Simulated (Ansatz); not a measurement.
**One crystal, many levels of theory: SiO2 (P4_32_12)**

What gap does each level of theory give for SiO2 (P4_32_12), and in what time?

Program: Ansatz 0.2.0. Level of theory: density functionals, hybrids and G0W0, plane waves, PAW. Results are calculated unless marked as measured.

Report form: the programs' logs are mostly left out.

In doubt: masses and optical values from hybrid runs of this build are listed as unsure (steps 6, 7), which bears on the screening that GW takes from such a start.

## Step 1: Set-up

The structure is tetragonal, space group P4_32_12 (No. 96). The conventional cell has a = 4.933 Å, b = 4.933 Å, c = 6.465 Å, α = 90.00°, β = 90.00°, γ = 90.00°. Si has 4 O at 1.62 Å nearest. Nearest to O lie 2 Si at 1.62 Å. Farther neighbours and most contacts between anions are not listed.

The cell and positions come from the Crystallography Open Database and are kept as given unless a step says otherwise.

The logs state that the PAW files were generated under PBE.

## Step 2: LDA on the 6×6×4 mesh

Levels along a band path and on the mesh show where this functional puts the band edges.

This step: DFT, LDA, plane waves, PAW; PAW set soft_1.

File input.yaml:

```yaml
crystal:
  lattice:
    - [4.9329, 0.0, 0.0]
    - [0.0, 4.9329, 0.0]
    - [0.0, 0.0, 6.4645]
  atoms:
    - { symbol: Si, position: [0.817705, 0.817705, 0.5] }
    - { symbol: Si, position: [0.682295, 0.317705, 0.25] }
    - { symbol: Si, position: [0.182295, 0.182295, 0.0] }
    - { symbol: Si, position: [0.317705, 0.682295, 0.75] }
    - { symbol: O, position: [0.26834, 0.36457, 0.80193] }
    - { symbol: O, position: [0.13543, 0.76834, 0.55193] }
    - { symbol: O, position: [0.73166, 0.63543, 0.30193] }
    - { symbol: O, position: [0.86457, 0.23166, 0.05193] }
    - { symbol: O, position: [0.76834, 0.13543, 0.44807] }
    - { symbol: O, position: [0.63543, 0.73166, 0.69807] }
    - { symbol: O, position: [0.23166, 0.86457, 0.94807] }
    - { symbol: O, position: [0.36457, 0.26834, 0.19807] }
kpoints:
  mp_grid: { grid: [6, 6, 4] }
  band_path:
    path:
      - [[0.0, 0.0, 0.0], [0.0, 0.5, 0.0], [0.5, 0.5, 0.0], [0.0, 0.0, 0.0], [0.0, 0.0, 0.5], [0.0, 0.5, 0.5], [0.5, 0.5, 0.5], [0.0, 0.0, 0.5]]
      - [[0.0, 0.5, 0.0], [0.0, 0.5, 0.5]]
      - [[0.5, 0.5, 0.0], [0.5, 0.5, 0.5]]
    npoints: 10
hamiltonian:
  xc: lda
  pseudopotentials: { kind: paw, azcp: { folder: soft_1 }, xc_functional: pbe }
scf:
  occupations: { method: fermi_dirac, width: 0.02 }
  n_extra_bands: 8
output:
  eigenvalues: true
  write_density: true
  write_potential: true
  elf: true
  volumetric_format: npy
```

Launch:

```sh
$ ansatz run input.yaml --threads 3 --pin off --max-ram 92160MiB --backend cuda --events-out ev --progress --plain --runs-dir out --devices 1 --max-vram 13GiB
```

Run time: 17 s. Hardware: 1 × NVIDIA H100 80GB HBM3 (shared by 6 runs) with 3 threads of AMD EPYC 7R13 (Zen 3), shared host; peak memory 0.89 GiB; 16 s of CPU time.

Numbers from this step:

| Item | Value |
| --- | --- |
| filled bands | 32 |
| gap | 5.480 eV |
| valence top at | Γ |
| conduction bottom at | Γ |
| least direct gap | 5.480 eV |

Over mesh and path the gap is 5.480 eV, direct, at k = Γ.

## Step 3: HSE06 on the 4×4×2 mesh

HSE06 mixes in a quarter of exact exchange at short range.

This step: DFT, HSE06, plane waves, PAW; PAW set soft_1.

input.yaml, as its differences from that of step 2:

```diff
@@ -19,14 +19,17 @@
 kpoints:
-  mp_grid: { grid: [6, 6, 4] }
+  mp_grid: { grid: [4, 4, 2] }
   band_path:
     path:
-      - [[0.0, 0.0, 0.0], [0.0, 0.5, 0.0], [0.5, 0.5, 0.0], [0.0, 0.0, 0.0], [0.0, 0.0, 0.5], [0.0, 0.5, 0.5], [0.5, 0.5, 0.5], [0.0, 0.0, 0.5]]
-      - [[0.0, 0.5, 0.0], [0.0, 0.5, 0.5]]
-      - [[0.5, 0.5, 0.0], [0.5, 0.5, 0.5]]
-    npoints: 10
+      - [0.0, 0.0, 0.0]
+      - [0.0, 0.5, 0.0]
+      - [0.5, 0.5, 0.0]
+      - [0.0, 0.0, 0.5]
+      - [0.0, 0.5, 0.5]
+      - [0.5, 0.5, 0.5]
+    npoints: 1
 hamiltonian:
-  xc: lda
-  pseudopotentials: { kind: paw, azcp: { folder: soft_1 }, xc_functional: pbe }
+  xc: hse06
+  pseudopotentials: { kind: paw, azcp: { folder: soft_1 } }
 scf:
-  occupations: { method: fermi_dirac, width: 0.02 }
+  occupations: { method: fixed }
   n_extra_bands: 8
@@ -34,5 +37 @@
   eigenvalues: true
-  write_density: true
-  write_potential: true
-  elf: true
-  volumetric_format: npy
```

Elapsed: 29 s, on 1 × NVIDIA H100 80GB HBM3 (shared by 6 runs) with 3 threads; peak memory 1.3 GiB.

Numbers from this step:

| Item | Value |
| --- | --- |
| gap | 7.550 eV |
| valence top at | Γ |
| conduction bottom at | Γ |
| least direct gap | 7.550 eV |
| exact-exchange fraction | 0.25 |

Over mesh and listed points the gap is 7.550 eV, direct, at k = Γ. HSE06 against LDA: 7.550 − 5.480 = +2.070 eV. The runs also differ in mesh (6×6×4 and 4×4×2), so how much of this comes from the functional alone is not known.

## Step 4: PBE0 on the 4×4×2 mesh

PBE0 mixes in a quarter of exact exchange at all distances.

This step: DFT, PBE0, plane waves, PAW; PAW set soft_1.

input.yaml, as its differences from that of step 3:

```diff
@@ -30,3 +30,3 @@
 hamiltonian:
-  xc: hse06
+  xc: pbe0
   pseudopotentials: { kind: paw, azcp: { folder: soft_1 } }
```

The job ended after 28 s (1 × NVIDIA H100 80GB HBM3 (shared by 6 runs) with 3 threads; peak memory 1.3 GiB; 25 s of CPU time).

This step gave:

- gap: 8.315 eV
- valence top at: Γ
- conduction bottom at: Γ
- least direct gap: 8.315 eV
- exact-exchange fraction: 0.25

Over mesh and listed points the gap is 8.315 eV, direct, at k = Γ. PBE0 against HSE06: 8.315 − 7.550 = +0.765 eV, with the same mesh, files and cutoff, and both edges at the same k points.

## Step 5: G0W0@LDA, 4×4×2 mesh, 862 empty bands, screening to 180 eV, PAW set soft_1 files

G0W0 replaces the xc potential by a self-energy built once from the orbitals of the start. Levels are corrected in the window of bands that the input names, at points of the mesh.

This step: G0W0 on LDA, plane waves, PAW; PAW set soft_1.

input.yaml, as its differences from that of step 4:

```diff
@@ -20,18 +20,12 @@
   mp_grid: { grid: [4, 4, 2] }
-  band_path:
-    path:
-      - [0.0, 0.0, 0.0]
-      - [0.0, 0.5, 0.0]
-      - [0.5, 0.5, 0.0]
-      - [0.0, 0.0, 0.5]
-      - [0.0, 0.5, 0.5]
-      - [0.5, 0.5, 0.5]
-    npoints: 1
 hamiltonian:
-  xc: pbe0
-  pseudopotentials: { kind: paw, azcp: { folder: soft_1 } }
+  xc: lda
+  pseudopotentials: { kind: paw, azcp: { folder: soft_1 }, xc_functional: pbe }
 scf:
   occupations: { method: fixed }
-  n_extra_bands: 8
-output:
-  eigenvalues: true
+gw:
+  n_empty_bands: 862
+  ecut_chi: 180.0
+  qp_bands: [v4, c4]
+  qp_kpoints: band_edges
+  screening: { model: contour_deformation }
```

Run time: 75 s. Hardware: 1 × NVIDIA H100 80GB HBM3 (shared by 6 runs) with 3 threads; peak memory 3.2 GiB; 2.3 min of CPU time.

Numbers from this step:

```yaml
bands_summed: 894
rpa_eps_infinity_on_this_mesh_eigenvalues: 2.321, 2.383, 2.383
plane_waves_in_the_screening_matrix: 855
g0w0_gap_over_the_corrected_points: 8.687 eV
k_of_the_valence_top: 0, 0, 0
k_of_the_conduction_bottom: 0, 0, 0
starting_gap_on_the_mesh: 5.480 eV
z_at_the_valence_top: 0.8000
z_at_the_conduction_bottom: 0.8620
least_direct_g0w0_gap_over_the_corrected_points: 8.687 eV
```

Over 11 of 12 irreducible mesh points the G0W0 gap is 8.687 eV, direct, at k = Γ. The LDA gap of this run on the mesh is 5.480 eV. The two states that bound the G0W0 gap lie that far apart at the start, so the correction of the gap is 8.687 − 5.480 = +3.207 eV.

## Step 6: G0W0@HSE06, 4×4×2 mesh, 400 empty bands, screening to 108 eV, PAW set soft_1 files

This step: G0W0 on HSE06, plane waves, PAW; PAW set soft_1.

input.yaml, as its differences from that of step 5:

```diff
@@ -21,4 +21,4 @@
 hamiltonian:
-  xc: lda
-  pseudopotentials: { kind: paw, azcp: { folder: soft_1 }, xc_functional: pbe }
+  xc: hse06
+  pseudopotentials: { kind: paw, azcp: { folder: soft_1 } }
 scf:
@@ -26,4 +26,4 @@
 gw:
-  n_empty_bands: 862
-  ecut_chi: 180.0
+  n_empty_bands: 400
+  ecut_chi: 108
   qp_bands: [v4, c4]
```

Wall time 62 s (1 × NVIDIA H100 80GB HBM3 (shared by 6 runs) with 3 threads); peak memory 2 GiB.

This step gave:

```
bands summed                                    : 432
RPA ε∞ on this mesh (eigenvalues)               : 2.057, 2.102, 2.102
plane waves in the screening matrix             : 387
G0W0 gap over the corrected points              : 9.348 eV
k of the valence top                            : 0, 0, 0
k of the conduction bottom                      : 0, 0, 0
starting gap on the mesh                        : 7.550 eV
Z at the valence top                            : 0.8356
Z at the conduction bottom                      : 0.8883
least direct G0W0 gap over the corrected points : 9.348 eV
```

Over 11 of 12 irreducible mesh points the G0W0 gap is 9.348 eV, direct, at k = Γ. The HSE06 gap of this run on the mesh is 7.550 eV. The two states that bound the G0W0 gap lie that far apart at the start, so the correction of the gap is 9.348 − 7.550 = +1.798 eV. G0W0@HSE06 against G0W0@LDA with 432 bands (a further run, in the table below): 9.348 − 8.496 = +0.852 eV, with the same mesh, files and cutoffs, and both edges at the same k points.

## Step 7: G0W0@PBE0, 4×4×2 mesh, 400 empty bands, screening to 108 eV, PAW set soft_1 files

This step: G0W0 on PBE0, plane waves, PAW; PAW set soft_1.

input.yaml, as its differences from that of step 6:

```diff
@@ -21,3 +21,3 @@
 hamiltonian:
-  xc: hse06
+  xc: pbe0
   pseudopotentials: { kind: paw, azcp: { folder: soft_1 } }
```

Run time: 99 s. Hardware: 1 × NVIDIA H100 80GB HBM3 (shared by 6 runs) with 3 threads; peak memory 1.9 GiB.

Numbers from this step:

```yaml
bands_summed: 432
rpa_eps_infinity_on_this_mesh_eigenvalues: 2.010, 2.051, 2.051
plane_waves_in_the_screening_matrix: 387
g0w0_gap_over_the_corrected_points: 9.557 eV
k_of_the_valence_top: 0, 0, 0
k_of_the_conduction_bottom: 0, 0, 0
starting_gap_on_the_mesh: 8.315 eV
z_at_the_valence_top: 0.8429
z_at_the_conduction_bottom: 0.8935
least_direct_g0w0_gap_over_the_corrected_points: 9.557 eV
```

Over 11 of 12 irreducible mesh points the G0W0 gap is 9.557 eV, direct, at k = Γ. The PBE0 gap of this run on the mesh is 8.315 eV. The two states that bound the G0W0 gap lie that far apart at the start, so the correction of the gap is 9.557 − 8.315 = +1.242 eV. G0W0@PBE0 against G0W0@HSE06 with 432 bands: 9.557 − 9.348 = +0.209 eV, with the same mesh, files and cutoffs, and both edges at the same k points.

## Step 8: All levels together

Each gap is the least one over the points named; times are wall times on shared hosts, not benchmarks. A G0W0 time includes the run's own self-consistent start. Runs with listed points see these and the mesh alone, so an edge that moves elsewhere is missed. Rows marked * are further runs, not shown as steps, whose inputs differ from the G0W0 step on the same start in the columns given; solver thresholds can differ too.

| level | mesh | files, cutoff | bands summed, screening | points | gap (eV) | valence top | conduction bottom | least direct gap (eV) | time |
| --- | --- | --- | --- | --- | --- | --- | --- | --- | --- |
| LDA | 6×6×4 | soft_1 PAW, 420 eV | - | mesh and path | 5.480 | Γ | Γ | 5.480 | 17 s |
| HSE06 | 4×4×2 | soft_1 PAW, 420 eV | - | mesh and listed points | 7.550 | Γ | Γ | 7.550 | 29 s |
| PBE0 | 4×4×2 | soft_1 PAW, 420 eV | - | mesh and listed points | 8.315 | Γ | Γ | 8.315 | 28 s |
| G0W0@LDA* | 4×4×2 | soft_1 PAW, 420 eV | 173, 54 eV | 11 of 12 irreducible mesh points | 8.355 | Γ | Γ | 8.355 | 11 s |
| G0W0@LDA* | 4×4×2 | soft_1 PAW, 420 eV | 432, 108 eV | 11 of 12 irreducible mesh points | 8.496 | Γ | Γ | 8.496 | 24 s |
| G0W0@LDA | 4×4×2 | soft_1 PAW, 420 eV | 894, 180 eV | 11 of 12 irreducible mesh points | 8.687 | Γ | Γ | 8.687 | 75 s |
| G0W0@LDA* | 2×2×2 | soft_1 PAW, 420 eV | 432, 108 eV | all 6 irreducible mesh points | 8.516 | Γ | Γ | 8.516 | 13 s |
| G0W0@HSE06 | 4×4×2 | soft_1 PAW, 420 eV | 432, 108 eV | 11 of 12 irreducible mesh points | 9.348 | Γ | Γ | 9.348 | 62 s |
| G0W0@PBE0 | 4×4×2 | soft_1 PAW, 420 eV | 432, 108 eV | 11 of 12 irreducible mesh points | 9.557 | Γ | Γ | 9.557 | 99 s |

## Step 9: Summary of results

* LDA, over mesh and path: 5.480 eV
* HSE06, over mesh and listed points: 7.550 eV
* PBE0, over mesh and listed points: 8.315 eV
* G0W0@LDA (894 bands, 4×4×2), over 11 of 12 irreducible mesh points: 8.687 eV
* G0W0@HSE06, over 11 of 12 irreducible mesh points: 9.348 eV
* G0W0@PBE0, over 11 of 12 irreducible mesh points: 9.557 eV
* known limits: finite bands, screening cutoff and k mesh; no spin-orbit coupling in G0W0

The rows run from 5.480 eV (LDA) to 9.557 eV (G0W0@PBE0). They differ in mesh, bands and screening cutoff of G0W0 and the points over which the gap was sought as well as in level, so only pairs that share these are like for like. PBE0 against HSE06: 8.315 − 7.550 = +0.765 eV, with the same mesh, files and cutoff, and both edges at the same k points. G0W0@HSE06 against G0W0@LDA with 432 bands: 9.348 − 8.496 = +0.852 eV, with the same mesh, files and cutoffs, and both edges at the same k points. G0W0@PBE0 against G0W0@HSE06 with 432 bands: 9.557 − 9.348 = +0.209 eV, with the same mesh, files and cutoffs, and both edges at the same k points. G0W0@LDA (894 bands, 4×4×2) moves the gap of its own start on the mesh by 8.687 − 5.480 = +3.207 eV, between the same two levels. Both edges that LDA shows over mesh and path lie at k points where levels were corrected. Levels at other points were not corrected, so a lower G0W0 gap elsewhere in the zone is not ruled out. G0W0@HSE06 moves the gap of its own start on the mesh by 9.348 − 7.550 = +1.798 eV, between the same two levels. Both edges that HSE06 shows over mesh and listed points lie at k points where levels were corrected. Levels at other points were not corrected, so a lower G0W0 gap elsewhere in the zone is not ruled out. G0W0@PBE0 moves the gap of its own start on the mesh by 9.557 − 8.315 = +1.242 eV, between the same two levels. Both edges that PBE0 shows over mesh and listed points lie at k points where levels were corrected. Levels at other points were not corrected, so a lower G0W0 gap elsewhere in the zone is not ruled out. For G0W0@LDA: from 173 bands and 54 eV to 894 bands and 180 eV the gap moves by 8.687 − 8.355 = +0.332 eV (rung by rung 8.355, 8.496, 8.687 eV); bands and screening cutoff rise together, so their parts are not told apart. A line in one over the bands through the two highest rungs gives 8.687 + (8.687 − 8.496) × 432 / (894 − 432) = 8.866 eV, and through the pair below 8.496 + (8.496 − 8.355) × 173 / (432 − 173) = 8.590 eV. The two differ by 0.276 eV, not under the 0.030 eV asked, so the law does not hold well over these rungs and the limit is not known. The other G0W0 rows are shown at one basis each (432 bands), so their distance from the limit is not known here. With the 2×2×2 mesh in place of the 4×4×2 mesh and all else as in the G0W0@LDA row with 432 bands, the gap differs by 8.516 − 8.496 = +0.020 eV, and that of the start by 5.479 − 5.480 = −0.001 eV. The G0W0 runs are scalar-relativistic. G0W0@LDA runs of this series with other atomic data on the same mesh, not shown as steps, give 8.517 eV (hard PAW, 930 eV, 432 bands, screening to 108 eV; the table's row with the same empty bands and screening cutoff has 8.496 eV); where bands and cutoffs differ too, the part of the files is not isolated.

[Paths, hosts, dates, memory and timing lines, banners, echoed tables and standing remarks are left out of the program output.]

[Logs are printed without paths, hosts, clocks, repeated set-up lines and the standing remarks that a program may print on its own settings, such as how far it seeks lower states.]

[Runs of the session that timed out or met a known fault of the program may be left out.]

[Cells called generated may have been cut or substituted from an entry of the Crystallography Open Database or the Materials Project.]

[Hosts, paths, dates, database ids (printed as entryN), source tags and the programs' standing remarks are cut or masked in the printed files.]

[Where an RPA ε∞ is given, it is that of the G0W0 mesh and is not shown converged in it. Names of k-points follow the symmetry that the program found, which can be lower than the space group named. Band edges on a path are those of the sampled points; other points can move an edge, and change direct to indirect where valleys lie close.]

[Hybrid gaps are those of their k-mesh and are not shown converged in it.]
